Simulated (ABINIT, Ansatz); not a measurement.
**A GW run on Rb2Pd (Fm-3m) in ABINIT, with inputs changed**

What do changed inputs do to GW on Rb2Pd (Fm-3m)?

Main program and level: ABINIT 10.8.3; PBEsol and many-body steps on it, plane waves.

Report form: the programs' logs are mostly left out.

In doubt: a PseudoDojo file used here is known to give poor structures and forces, which bears on pressures, cells, forces and phonons.

## (1) Starting point

It takes space group Fm-3m (No. 225, cubic). Conventional cell: a = 8.246 Å, b = 8.246 Å, c = 8.246 Å, α = 90.00°, β = 90.00°, γ = 90.00°. Nearest to Rb lie 4 Pd at 3.57 Å. Nearest to Pd lie 8 Rb at 3.57 Å. Farther neighbours are not listed.

The cell and positions are those that the Materials Project relaxed with its own functionals (PBE, PBE+U or r2SCAN), kept fixed.

## (2) Screening, 2×2×2 mesh, 110 bands, screening to 114.3 eV

This step: ABINIT 10.8.3; RPA screening on PBEsol, plane waves, norm-conserving pseudopotentials.

The RPA dielectric matrix is built and inverted for each q.

Contents of run.abi:

```
acell 3*1.0 Angstrom
rprim 
  -0.000000000000 4.123218000000 4.123218000000
  4.123218000000 0.000000000000 4.123218000000
  4.123218000000 4.123218000000 0.000000000000
ntypat 2
znucl 37 46
natom 3
typat 1 1 2
xred 
  0.250000000000 0.250000000000 0.250000000000
  0.750000000000 0.750000000000 0.750000000000
  0.000000000000 0.000000000000 0.000000000000
pp_dirpath "pseudos"
pseudos "Rb.upf, Pd.upf"
ecut 37
ngkpt 2 2 2
nshiftk 1
shiftk 0 0 0
kptopt 1
chksymbreak 0
istwfk *1
occopt 1
irdwfk 1
optdriver 3
nband 110
ecuteps 4.2
inclvkb 2
awtr 1
symchi 1
indata_prefix "in"
outdata_prefix "out"
tmpdata_prefix "tmp"
```

Started as:

```sh
$ OMP_NUM_THREADS=1 mpirun -n 4 abinit run.abi > log
```

The job ended after 14 s (4 MPI ranks of Arm Neoverse V2, shared host; peak memory 1.4 GiB; 55 s of CPU time).

This step gave:

- ε∞ with local fields, on this mesh, along the program's q direction: 21.88
- the same without local fields: 32.03
- plasma frequency: 18.82 eV
- plane waves in the screening matrix: 387

Local fields lower ε∞ by 32 %. On a Γ-centred mesh this coarse the value itself is usually too large, while a short band sum pulls it down.

## (3) Base

The self-energy is evaluated for the states that the input lists, and the levels follow from it, in one-shot runs by the linearised quasiparticle equation.

This step: G0W0 on PBEsol, plane waves, norm-conserving pseudopotentials.

run.abi: that of step 2 with these lines changed.

```diff
@@ -24,8 +24,19 @@
 irdwfk 1
-optdriver 3
+optdriver 4
 nband 110
+gwcalctyp 0
+ecutsigx 37
+symsigma 1
+nkptgw 3
+kptgw 
+  0.5000000000 0.5000000000 0.0000000000
+  0.5000000000 0.0000000000 0.0000000000
+  0.0000000000 0.0000000000 0.0000000000
+bdgw 
+  17 20
+  16 21
+  16 21
 ecuteps 4.2
-inclvkb 2
-awtr 1
-symchi 1
+irdscr 1
+ppmodel 1
 indata_prefix "in"
```

Elapsed: 15 s, on 4 MPI ranks; peak memory 1.4 GiB; 59 s of CPU time.

Numbers from this step:

- G0W0 gap on the points computed: 1.452 eV
- starting gap on the mesh: 0.8591 eV
- k of the valence top: 0.5, 0.5, 0
- k of the conduction bottom: 0.5, 0, 0
- Z at the valence top: 0.766
- Z at the conduction bottom: 0.791
- least direct G0W0 gap on the computed points: 1.597 eV

The gap on the mesh goes from 0.86 eV to 1.45 eV, a correction of +0.59 eV.

## (4) Smaller part of the screening matrix

run.abi: that of step 3 with these lines changed.

```diff
@@ -38,3 +38,3 @@
   16 21
-ecuteps 4.2
+ecuteps 2.1
 irdscr 1
```

Elapsed: 6.5 s, on 4 MPI ranks; peak memory 1.2 GiB.

This step gave:

```
G0W0 gap on the points computed              : 1.428 eV
starting gap on the mesh                     : 0.8591 eV
k of the valence top                         : 0.5, 0.5, 0
k of the conduction bottom                   : 0.5, 0, 0
Z at the valence top                         : 0.767
Z at the conduction bottom                   : 0.791
least direct G0W0 gap on the computed points : 1.658 eV
```

## (5) Point off the mesh

run.abi: that of step 4 with these lines changed.

```diff
@@ -29,12 +29,8 @@
 symsigma 1
-nkptgw 3
+nkptgw 1
 kptgw 
-  0.5000000000 0.5000000000 0.0000000000
-  0.5000000000 0.0000000000 0.0000000000
-  0.0000000000 0.0000000000 0.0000000000
+  0.137 0.291 0
 bdgw 
-  17 20
-  16 21
-  16 21
-ecuteps 2.1
+  18 19
+ecuteps 4.2
 irdscr 1
```

Elapsed: 2 s, on 4 MPI ranks; peak memory 0.06 GiB.

The run stopped with an error after 2 s.

The program's words: k-point [ 1.3700E-01,  2.9100E-01,  0.0000E+00]  not in the list of k points treated in the preparatory SCF run. Change kptgw, or shiftk of previous run.

The fault put into this input: point off the mesh.

## (6) Side by side

Times are wall times on 4 MPI ranks of Arm Neoverse V2, shared host, good to a factor of about two. A run's time includes the screening step that it read.

```tsv
run	mesh	bands	screening cutoff (eV)	DFT gap (eV)	gap on the mesh (eV)	direct (eV)	ε∞ used	time
base	2×2×2	110	114.3	0.859	1.452	1.597	21.88	29 s
smaller part of the screening matrix	2×2×2	110	57.1	0.859	1.428	1.658	21.88	20 s
```

## (7) Summary of results

| Property | Result |
| --- | --- |
| base | 1.452 eV |
| smaller part of the screening matrix | 1.428 eV |
| known limits | not at the basis limit; no spin polarisation; d states lean on the start; no spin-orbit coupling; coarse k mesh |

In words: Smaller part of the screening matrix: −0.024 eV against base (keys changed: ecuteps). Bands and cutoff are finite, so the gap is not at the basis limit. The miss can reach some tenths of an eV and take either sign; the mesh is an error of its own. The 2×2×2 mesh is coarse for this cell, which bears on the long-range parts of exchange and screening. The runs have no spin polarisation. For a closed low-spin shell that is the natural state; where a d or f shell is open it is a constraint, and the gap is then not the crystal's own. With d states at the gap, one-shot GW leans hard on its start. The many-body steps are scalar-relativistic: spin-orbit coupling is not in them.

[Paths, hosts, dates, memory and timing lines, banners, echoed tables and standing remarks are left out of the program output.]

[Logs are printed without paths, hosts, clocks, repeated set-up lines and the standing remarks that a program may print on its own settings, such as how far it seeks lower states.]

[Runs of the session that timed out or met a known fault of the program may be left out.]

[Hosts, paths, dates, database ids (printed as entryN), source tags and the programs' standing remarks are cut or masked in the printed files.]

[G0W0 gaps are taken among the corrected bands and points alone; a level outside them can change the order at an edge.]

[Where Ansatz stands beside ABINIT at settings called matched, ABINIT's density can come from a denser mesh and the files from another edition; pairs whose starting gaps differed by over 0.03 eV were left out, so agreement reads better than it is.]
